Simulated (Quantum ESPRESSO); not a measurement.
# Voltage at the next charge: W2NOS MXene, 1 layer against an electrode

How the rows were computed: Quantum ESPRESSO 7.5, PBE, GBRV ultrasoft; ESM with bc3, a metal electrode 4.81 Å above the top atoms; cell area 7.530 Å²; ions fixed. V is the potential energy of an electron at the electrode over the slab's Fermi level, divided by e, so that it equals the work function at zero charge; positive charge removes electrons.

| charge (e a cell) | V (V) |
| --- | --- |
| 0 | 6.002 |
| 0.0121 | 7.256 |
| 0.0242 | 8.515 |

**Question.** What is V at a charge of 0.0485 e, and what capacitance do the rows imply?

By hand: The last two rows give dV/dq = (8.515 − 7.256)/(0.0242 − 0.0121) = 104.0 V/e, so C = 1602/(7.530 × 104.0) = 2.04 µF/cm², an effective gap of 8.854/2.04 = 4.33 Å. At constant C, V = 8.515 + 104.0 × 0.0243 = 11.04 V.

**The withheld run.** V = 11.055 V; the estimate misses by −0.01 V, 0.5 % of the step. Over the three intervals C goes 2.05, 2.04 and 2.04 µF/cm².

Caveats: Vacuum fills the gap; a dielectric or electrolyte would change C. The slab is thin.
